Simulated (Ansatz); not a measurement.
## Lattice dynamics of In2Au (Fm-3m)

Wanted: phonon frequencies of In2Au (Fm-3m) and what follows from them.

Calculated with Ansatz 0.2.0; DFT PBEsol, scalar-relativistic, plane waves, PAW; PAW set soft_1.

The database entry behind the starting cell differs from later determinations by our own check (0.1 to 0.3 % short, probably kX units), so it need not match the best structure at ambient conditions.

## (1) The starting structure

It takes space group Fm-3m (No. 225, cubic). The conventional cell has a = 6.502 Å, b = 6.502 Å, c = 6.502 Å, α = 90.00°, β = 90.00°, γ = 90.00°. Nearest to In lie 4 Au at 2.82 Å. Nearest to Au lie 8 In at 2.82 Å. Farther neighbours are not listed.

As a file:

```cif
data_structure
_symmetry_space_group_name_H-M 'P 1'
_symmetry_Int_Tables_number 1
_cell_length_a 4.5976
_cell_length_b 4.5976
_cell_length_c 4.5976
_cell_angle_alpha 60.000
_cell_angle_beta 60.000
_cell_angle_gamma 60.000
_cell_volume 68.72
loop_
_atom_site_label
_atom_site_type_symbol
_atom_site_fract_x
_atom_site_fract_y
_atom_site_fract_z
_atom_site_occupancy
In1 In 0.25000 0.25000 0.25000 1
In2 In 0.75000 0.75000 0.75000 1
Au3 Au 0.00000 0.00000 0.00000 1
```

## (2) Relaxation

Harmonic phonons are second derivatives at a point where the forces vanish, and they are wanted at zero stress, so atoms and cell are relaxed first.

input.yaml reads:

```yaml
crystal:
  lattice:
    - [0.0, 3.251, 3.251]
    - [3.251, 0.0, 3.251]
    - [3.251, 3.251, 0.0]
  atoms:
    - { symbol: In, position: [0.25, 0.25, 0.25] }
    - { symbol: In, position: [0.75, 0.75, 0.75] }
    - { symbol: Au, position: [0.0, 0.0, 0.0] }
kpoints:
  mp_grid: { grid: [12, 12, 12] }
hamiltonian:
  xc: pbesol
  pseudopotentials: { kind: paw, azcp: { folder: soft_1 }, xc_functional: pbe }
scf:
  occupations: { method: gaussian, width: 0.1 }
output:
  forces: true
  stress: true
  eigenvalues: true
relax:
  adjacent_minimum: "off"
  f_tol: 0.005
  max_steps: 80
  cell: { stress_tol: 0.05 }
```

Run with:

```bash
ansatz run input.yaml --threads 4 --pin off --max-ram 10240MiB --backend cpu --events-out ev --progress --plain --runs-dir out
```

Numbers of over 12 decimals in the logs are rounded to 6 here.

What it wrote:

```text
Engine: ansatz 0.2.0, aarch64-unknown-linux-gnu
Pseudopotentials: kind: paw
Pseudopotential: In, paw, valence charge 13, recommended cutoff 420 eV (normal), soft_1/In.paw.azcp
Pseudopotential: Au, paw, valence charge 19, recommended cutoff 420 eV (normal), soft_1/Au.paw.azcp
Functional definition: PBEsol
  exchange = pbesol_x
  correlation = pbesol_c
Crystal: 3 atoms, lattice volume = 68.720 Å³
Basis set: ecut = 420 eV, 1363 PW (Γ), exchange–correlation on 64×64×64 points (8 copies of the dense FFT grid, shifted against one another)
Bands: 27, of which v1, the nominal top of the filled ones, is band 23 counted from 1 (22 counted from 0)
Symmetry: 48 space group operations
Space group: Fm-3m (ITA 225), of the structure as read, at distance tolerance 4.1e-5 Å
k-points: 72 of 1728
Non-local potential: In, projectors of the file, l = 0: 2, l = 1: 2, l = 2: 2, l = 3: 1
Non-local potential: Au, projectors of the file, l = 0: 3, l = 1: 2, l = 2: 2, l = 3: 1
PAW form: soft (Blöchl's): semilocal exchange-correlation on the pseudo side does not see the compensation charge
PAW frozen core: In, regenerated for the run's functional, and the local potential with it (the file was generated under x = pbe(κ = 0.804, μ = 0.219515), c = pbe(β = 0.066725))
PAW frozen core: Au, regenerated for the run's functional, and the local potential with it (the file was generated under x = pbe(κ = 0.804, μ = 0.219515), c = pbe(β = 0.066725))
PAW one-centre angular grid: In, 590 points (default); XC on 64 Gauss nodes
PAW one-centre angular grid: Au, 590 points (default); XC on 64 Gauss nodes
Initial density: superposition of atomic densities (chi_scale 0.1, normalization cell, long waves kept (reshape's long-wave potential 0.00 eV rms))
Initial wavefunctions: pseudopotential atomic-orbital guess
Functional: x = pbesol(κ = 0.804, μ = 0.123457), c = pbesol(β = 0.046)
SCF iter   1: F=—  HF=-24065.693411 eV  |F-HF|=—  |Δ(HF+E_count)|=         —  Δρ=1.55e-1  dr2=2.68e1  ethr=3.10e-3  ⟨swp⟩=5.9  Hψ=7827  notcnv=0
preconditioner: auto → LDOS  [metal: Δε(μ)=0.022 eV  Ē_g=13.943 eV  σ=0.100 eV  W_gap=0.12  n_scr=14 (ndim 8)  ℏωp=27.2 eV  f_vac=0.017  D(μ)=1.29/eV (n_scr^D=8)  β→1.0]
SCF iter   2: F=—  HF=-24062.706040 eV  |F-HF|=—  |Δ(HF+E_count)|=    2.99e0  Δρ=1.11e-1  dr2=7.60e0  ethr=3.10e-3  ⟨swp⟩=4.0  Hψ=5598  notcnv=0  defer=27
preconditioner: auto → Kerker (q_TF=auto, 2.542 Å⁻¹)  [metal: Δε(μ)=0.019 eV  Ē_g=14.196 eV  σ=0.100 eV  W_gap=0.11  n_scr=14 (ndim 8)  ℏωp=27.2 eV  f_vac=0.027  D(μ)=1.01/eV (n_scr^D=0)  β→0.5]
SCF iter   3: F=—  HF=-24060.573324 eV  |F-HF|=—  |Δ(HF+E_count)|=    2.13e0  Δρ=1.92e-2  dr2=1.55e-1  ethr=3.10e-3  ⟨swp⟩=3.0  Hψ=4619  notcnv=0  defer=38
SCF iter   4: F=—  HF=-24060.541793 eV  |F-HF|=—  |Δ(HF+E_count)|=   3.15e-2  Δρ=5.28e-3  dr2=4.14e-2  ethr=3.45e-4  ⟨swp⟩=2.0  Hψ=4429  notcnv=0  defer=36
SCF iter   5: F=—  HF=-24060.531989 eV  |F-HF|=—  |Δ(HF+E_count)|=   9.80e-3  Δρ=1.42e-3  dr2=3.00e-3  ethr=9.20e-5  ⟨swp⟩=2.0  Hψ=2265  notcnv=0  defer=36
SCF iter   6: F=—  HF=-24060.531368 eV  |F-HF|=—  |Δ(HF+E_count)|=   6.21e-4  Δρ=2.29e-4  dr2=6.30e-5  ethr=6.67e-6  ⟨swp⟩=2.0  Hψ=2466  notcnv=0  defer=36
SCF iter   7: F=—  HF=-24060.531376 eV  |F-HF|=—  |Δ(HF+E_count)|=   8.32e-6  Δρ=1.08e-4  dr2=1.91e-5  ethr=1.40e-7  ⟨swp⟩=2.0  Hψ=3242  notcnv=0  defer=36
SCF iter   8: F=—  HF=-24060.531381 eV  |F-HF|=—  |Δ(HF+E_count)|=   4.45e-6  Δρ=6.09e-5  dr2=6.96e-6  ethr=4.25e-8  ⟨swp⟩=2.0  Hψ=2219  notcnv=0  defer=36
SCF iter   9: F=—  HF=-24060.531380 eV  |F-HF|=—  |Δ(HF+E_count)|=   5.70e-7  Δρ=2.11e-5  dr2=7.29e-7  ethr=1.55e-8  ⟨swp⟩=2.0  Hψ=2437  notcnv=0  defer=36
SCF iter  10: F=-24060.531380 eV  HF=-24060.531380 eV  |F-HF|=8.29e-10  |Δ(HF+E_count)|=   1.81e-7  Δρ=1.57e-6  dr2=2.73e-9  ethr=2.22e-10  ⟨swp⟩=7.2  Hψ=7948  notcnv=0
SCF 1 converged in 10 iterations: F = -24060.531380 eV  dr2 = 2.73e-9
  greatest PAW one-centre occupation: 1.000 electrons in one spin orbital (limit 2), on the Au atom at site 2 (counted from 0), in its partial waves of l = 0
relax step   1: F+E_penalty+E_count = -24060.53137976 eV  Δ(F+E_penalty+E_count) = +0.000e0 eV  max|allowed force component| = 1.619e-17 eV/Å  Δτ_max = 0.0000 Å  P = +1.168 GPa  Ω = 68.720 Å³  (10 SCF iters, dr2 threshold 1.00e-7 eV, accepted)
Crystal: 3 atoms, lattice volume = 70.674 Å³
Basis set: ecut = 420 eV, 1411 PW (Γ), exchange–correlation on 64×64×64 points (8 copies of the dense FFT grid, shifted against one another)
Initial density: handed on by an earlier stage of this run
Initial wavefunctions: those handed on with the density
iter 1 solved again at ethr=3.25e-5 eV; its pass at ethr=3.10e-3 eV (dr2=1.46e-2 eV) is discarded
SCF iter   1: F=—  HF=-24060.536833 eV  |F-HF|=—  |Δ(HF+E_count)|=         —  Δρ=3.59e-3  dr2=1.50e-2  ethr=3.25e-5  ⟨swp⟩=1.0  Hψ=10131  notcnv=0
preconditioner: auto → LDOS  [metal: Δε(μ)=0.007 eV  Ē_g=13.714 eV  σ=0.100 eV  W_gap=0.04  n_scr=14 (ndim 8)  ℏωp=26.9 eV  f_vac=0.046  D(μ)=1.36/eV (n_scr^D=8)  β→1.0]
SCF iter   2: F=—  HF=-24060.534714 eV  |F-HF|=—  |Δ(HF+E_count)|=   2.12e-3  Δρ=2.93e-3  dr2=5.96e-3  ethr=3.25e-5  ⟨swp⟩=2.0  Hψ=3471  notcnv=0
SCF iter   3: F=—  HF=-24060.533308 eV  |F-HF|=—  |Δ(HF+E_count)|=   1.41e-3  Δρ=4.74e-4  dr2=2.23e-4  ethr=1.32e-5  ⟨swp⟩=2.0  Hψ=3492  notcnv=0
SCF iter   4: F=—  HF=-24060.533234 eV  |F-HF|=—  |Δ(HF+E_count)|=   7.33e-5  Δρ=6.56e-5  dr2=3.66e-6  ethr=4.96e-7  ⟨swp⟩=2.0  Hψ=2480  notcnv=0
SCF iter   5: F=-24060.533234 eV  HF=-24060.533234 eV  |F-HF|=2.85e-7  |Δ(HF+E_count)|=   1.03e-7  Δρ=2.41e-5  dr2=2.98e-7  ethr=6.67e-10  ⟨swp⟩=7.1  Hψ=9082  notcnv=0
SCF 2 converged in 5 iterations: F = -24060.533234 eV  dr2 = 2.98e-7
relax step   2: F+E_penalty+E_count = -24060.53323393 eV  Δ(F+E_penalty+E_count) = -1.854e-3 eV  max|allowed force component| = 7.401e-17 eV/Å  Δτ_max = 0.0000 Å  P = -0.723 GPa  Ω = 70.674 Å³  energy of the carried Pulay correction = -3.600e-4 eV  (5 SCF iters, dr2 threshold 3.00e-7 eV, accepted)
Crystal: 3 atoms, lattice volume = 69.914 Å³
iter 1 solved again at ethr=4.82e-6 eV; its pass at ethr=3.10e-3 eV (dr2=2.17e-3 eV) is discarded
SCF iter   1: F=—  HF=-24060.535748 eV  |F-HF|=—  |Δ(HF+E_count)|=         —  Δρ=1.40e-3  dr2=2.22e-3  ethr=4.82e-6  ⟨swp⟩=2.0  Hψ=9465  notcnv=0
preconditioner: auto → LDOS  [metal: Δε(μ)=0.047 eV  Ē_g=13.755 eV  σ=0.100 eV  W_gap=0.26  n_scr=14 (ndim 8)  ℏωp=27.0 eV  f_vac=0.042  D(μ)=1.31/eV (n_scr^D=8)  β→1.0]
SCF iter   2: F=—  HF=-24060.535480 eV  |F-HF|=—  |Δ(HF+E_count)|=   2.68e-4  Δρ=1.20e-3  dr2=1.02e-3  ethr=4.82e-6  ⟨swp⟩=2.0  Hψ=3471  notcnv=0
SCF iter   3: F=—  HF=-24060.535231 eV  |F-HF|=—  |Δ(HF+E_count)|=   2.49e-4  Δρ=1.72e-4  dr2=2.91e-5  ethr=2.26e-6  ⟨swp⟩=2.0  Hψ=3466  notcnv=0
SCF iter   4: F=—  HF=-24060.535223 eV  |F-HF|=—  |Δ(HF+E_count)|=   7.66e-6  Δρ=2.44e-5  dr2=4.26e-7  ethr=6.47e-8  ⟨swp⟩=2.0  Hψ=2447  notcnv=0
SCF iter   5: F=-24060.535223 eV  HF=-24060.535223 eV  |F-HF|=3.68e-8  |Δ(HF+E_count)|=   1.13e-8  Δρ=8.72e-6  dr2=3.89e-8  ethr=6.67e-10  ⟨swp⟩=5.1  Hψ=8148  notcnv=0
SCF 3 converged in 5 iterations: F = -24060.535223 eV  dr2 = 3.89e-8
relax step   3: F+E_penalty+E_count = -24060.53522286 eV  Δ(F+E_penalty+E_count) = -1.989e-3 eV  max|allowed force component| = 5.243e-17 eV/Å  Δτ_max = 0.0000 Å  P = -0.046 GPa  Ω = 69.914 Å³  energy of the carried Pulay correction = -2.220e-4 eV  (5 SCF iters, dr2 threshold 3.00e-7 eV, accepted)
Initial wavefunctions: pseudopotential atomic-orbital guess (no wavefunctions were taken with the density)
iter 1 solved again at ethr=2.34e-8 eV; its pass at ethr=3.10e-3 eV (dr2=1.05e-5 eV) is discarded
SCF iter   1: F=—  HF=-24060.535453 eV  |F-HF|=—  |Δ(HF+E_count)|=         —  Δρ=3.11e-5  dr2=1.69e-7  ethr=2.34e-8  ⟨swp⟩=3.6  Hψ=13668  notcnv=0
preconditioner: auto → LDOS  [metal: Δε(μ)=0.046 eV  Ē_g=13.760 eV  σ=0.100 eV  W_gap=0.25  n_scr=14 (ndim 8)  ℏωp=27.0 eV  f_vac=0.042  D(μ)=1.32/eV (n_scr^D=8)  β→1.0]
SCF iter   2: F=—  HF=-24060.535450 eV  |F-HF|=—  |Δ(HF+E_count)|=   3.59e-6  Δρ=1.62e-5  dr2=1.39e-7  ethr=3.75e-10  ⟨swp⟩=2.0  Hψ=3558  notcnv=0
SCF iter   3: F=—  HF=-24060.535450 eV  |F-HF|=—  |Δ(HF+E_count)|=   7.70e-8  Δρ=2.40e-6  dr2=2.21e-9  ethr=3.08e-10  ⟨swp⟩=2.0  Hψ=3249  notcnv=0
SCF iter   4: F=—  HF=-24060.535450 eV  |F-HF|=—  |Δ(HF+E_count)|=  7.35e-10  Δρ=3.14e-7  dr2=4.35e-11  ethr=4.92e-12  ⟨swp⟩=2.0  Hψ=3250  notcnv=0
SCF iter   5: F=-24060.535450 eV  HF=-24060.535450 eV  |F-HF|=1.09e-11  |Δ(HF+E_count)|=  3.27e-11  Δρ=1.15e-7  dr2=1.06e-11  ethr=1.00e-12  ⟨swp⟩=5.6  Hψ=8549  notcnv=0
SCF 4 converged in 5 iterations: F = -24060.535450 eV  dr2 = 1.06e-11
relax step   4: F+E_penalty+E_count = -24060.53544980 eV  Δ(F+E_penalty+E_count) = -2.269e-4 eV  max|allowed force component| = 5.551e-17 eV/Å  Δτ_max = 0.0000 Å  P = -0.046 GPa  Ω = 69.914 Å³  stress off target by 4.64e-2 GPa  SCF on the basis re-selected at this cell (its energy is not comparable with the rows above)  (5 SCF iters)
basis re-selected at this cell: Δ(F+E_penalty+E_count) = -2.269e-4 eV, ΔP = -0.001 GPa vs the last step (what re-selecting the basis moved, of the pressure what is left beyond the Pulay correction that the steps carried, after the strain that the cell walked since its last selection, with what the two solves' SCF thresholds leave and, on support functions, any second-order correction that the steps lacked; it is no m [...]
SCF converged after 5 iterations
Free energy (F): -24060.535450 eV
Harris-Foulkes:  -24060.535450 eV  (|F-HF|=1.09e-11)
Internal energy: -24060.528861 eV  (E = F + TS)
E sigma→0 (E₀):  -24060.532155 eV
Entropy (-TS):   -0.006589 eV (-2.196 meV/atom)
Fermi energy:    12.580349 eV
--- Per-component energies (eV) ---
  E_band       = -365.290472
  E_kinetic    = 1014.749720
  E_local      = -4580.728031  (includes V_loc(G=0)·N_el)
  E_nonlocal   = 755.608944
  E_hartree    = 1918.219308
  E_xc         = -499.164435
  E_vxc        = -442.499389  (∫ρ·V_xc dr)
  E_paw        = -17863.692005  (= ΣΔE_a)
  E_vpaw       = -948.862312  (= ΣTr[D̂ρ^β])
  E_aug_tail   = 0.001851  (compensation charges beyond the density's cutoff)
  E_ewald      = -4806.305546
  E_core_change = 0.781334  (= ΣΔE_core)
  E_smearing   = -0.006589  (= −TS)
  E_closure    = 0.000000  (closes the sum)
  Σ components = -24060.535450   (vs F -24060.535450, Δ=0.00e0)
--- Forces (eV/Å), atoms counted from 1 ---
  atom   1  In     0.00000000     0.00000000     0.00000000
  atom   2  In    -0.00000000    -0.00000000    -0.00000000
  atom   3  Au     0.00000000    -0.00000000     0.00000000
  max |Σ_I F_I| component: 5.55e-17 eV/Å
--- Stress (GPa, compression-positive) ---
       -0.046421       0.000000       0.000000
        0.000000      -0.046421       0.000000
        0.000000       0.000000      -0.046421
  P = ⅓ Tr σ = -0.0464 GPa (-0.464 kbar)
--- Band table (eV; the first three rows and the last of 72) ---
  k-point 0: bands = [... 19 lower, 7.8328, 12.7525, 15.5992, 15.5992, 15.5992, 16.2525, 16.2525, 16.2525]
  k-point 1: bands = [... 19 lower, 7.8236, 12.6279, 14.5237, 15.2135, 15.2135, 16.2495, 16.5622, 16.5622]
  k-point 2: bands = [... 19 lower, 7.8023, 11.8460, 13.8435, 14.6570, 14.6570, 16.3553, 16.7312, 16.7312]
  k-point 71: bands = [... 19 lower, 8.0433, 8.6698, 8.6698, 10.4438, 16.1293, 16.1293, 17.5333, 18.2676]
--- Relaxed structure (3 steps of the walk, 3 accepted, 1 SCFs on fresh bases) ---
  F+E_penalty+E_count = -24060.53544980 eV   max|allowed force component| = 5.551e-17 eV/Å   (the final SCF, on the basis selected at the relaxed cell)
  cell:  # Å, volume = 69.9136 Å³
    - [0, 3.269720, 3.269720]
    - [3.269720, 0, 3.269720]
    - [3.269720, 3.269720, 0]
  atoms:
    - { symbol: In, position: [0.25, 0.25, 0.25] }
    - { symbol: In, position: [0.750000, 0.750000, 0.750000] }
    - { symbol: Au, position: [0, 0, 0] }
```

The job ended after 7.3 s (4 threads of Arm Neoverse V2, shared host; peak memory 0.45 GiB; 28 s of CPU time).

Step by step:

```
step  energy less that of the first step (eV)  largest force component (eV/Å)  pressure (GPa)  volume (Å³)
   1                                   0.0000                          0.0000            1.17        68.72
   2                                  -0.0019                          0.0000           -0.72        70.67
   3                                  -0.0038                          0.0000           -0.05        69.91
  4*                                  -0.0041                          0.0000           -0.05        69.91
```

Relaxation steps marked * repeat the geometry before them on a plane-wave basis chosen anew for their cell, so energy and pressure can jump there.

The run keeps the 48 symmetry operations that it works with, so distortions that break them were not tested.

```
conventional cell, symmetrised  before  after  change
                         a (Å)   6.502  6.539  +0.6 %
                         b (Å)   6.502  6.539  +0.6 %
                         c (Å)   6.502  6.539  +0.6 %
              volume (Å³/atom)   22.91  23.30  +1.7 %
```

Final coordinates:

```xyz
3
Lattice="0.0000 3.2697 3.2697 3.2697 0.0000 3.2697 3.2697 3.2697 0.0000" Properties=species:S:1:pos:R:3 pbc="T T T"
In    1.6349    1.6349    1.6349
In    4.9046    4.9046    4.9046
Au    0.0000    0.0000    0.0000
```

This step gave:

- pressure: -0.04642 GPa
- volume per atom: 23.30 Å³
- gap on the k-mesh: 0 eV

In this step the volume went from 22.91 to 23.30 Å³/atom.

## (3) Relaxing to small forces for the phonons

Phonons need a cell at rest on their own settings, so the relaxation is repeated with tight tolerances on forces and stress, using the mesh and the filling of the phonon run that follows.

input.yaml, the sections that differ from step 2:

```yaml
crystal:
  lattice:
    - [0.0, 3.2697198902, 3.2697198902]
    - [3.2697198902, 0.0, 3.2697198902]
    - [3.2697198902, 3.2697198902, 0.0]
  atoms:
    - { symbol: In, position: [0.25, 0.25, 0.25] }
    - { symbol: In, position: [0.75, 0.75, 0.75] }
    - { symbol: Au, position: [0.0, 0.0, 0.0] }
scf:
  occupations: { method: methfessel_paxton, width: 0.2 }
relax:
  adjacent_minimum: "off"
  f_tol: 0.001
  max_steps: 60
  cell: { stress_tol: 0.01 }
# kpoints, hamiltonian, output: as in step 2
```

What it wrote:

```text
[...]
Crystal: 3 atoms, lattice volume = 69.914 Å³
Basis set: ecut = 420 eV, 1363 PW (Γ), exchange–correlation on 64×64×64 points (8 copies of the dense FFT grid, shifted against one another)
Bands: 27, of which v1, the nominal top of the filled ones, is band 23 counted from 1 (22 counted from 0)
Symmetry: 48 space group operations
[...]
k-points: 72 of 1728
[...]
k-point 71: bands = [... 19 lower, 8.0498, 8.6767, 8.6767, 10.4504, 16.1391, 16.1391, 17.5429, 18.2761]
--- Relaxed structure (3 steps of the walk, 3 accepted, 1 SCFs on fresh bases) ---
[...]
cell:  # Å, volume = 69.8818 Å³
    - [0, 3.269224, 3.269224]
    - [3.269224, 0, 3.269224]
    - [3.269224, 3.269224, 0]
  atoms:
    - { symbol: In, position: [0.25, 0.25, 0.25] }
    - { symbol: In, position: [0.750000, 0.750000, 0.750000] }
    - { symbol: Au, position: [0, 0, 0] }
[key lines of the parts left out:]
SCF converged after 5 iterations
Free energy (F): -24060.532754 eV
Fermi energy:    12.585788 eV
P = ⅓ Tr σ = -0.0000 GPa (-0.000 kbar)
```

The job ended after 7.2 s (4 threads; peak memory 0.45 GiB).

Little changed from the start: no atom moved by 0.005 Å and no cell edge by 0.1 %.

This step gave:

```yaml
pressure: -1.20e-5 GPa
volume_per_atom: 23.29 Å³
```

The forces vanish by symmetry and the pressure is 0.000 GPa, within the tolerances set. The cell now holds 23.29 Å³/atom.

(Continued in part 2 of 3.)

[Logs are printed without paths, hosts, clocks, repeated set-up lines and the standing remarks that a program may print on its own settings, such as how far it seeks lower states.]

[Hosts, paths, dates, database ids (printed as entryN), source tags and the programs' standing remarks are cut or masked in the printed files.]
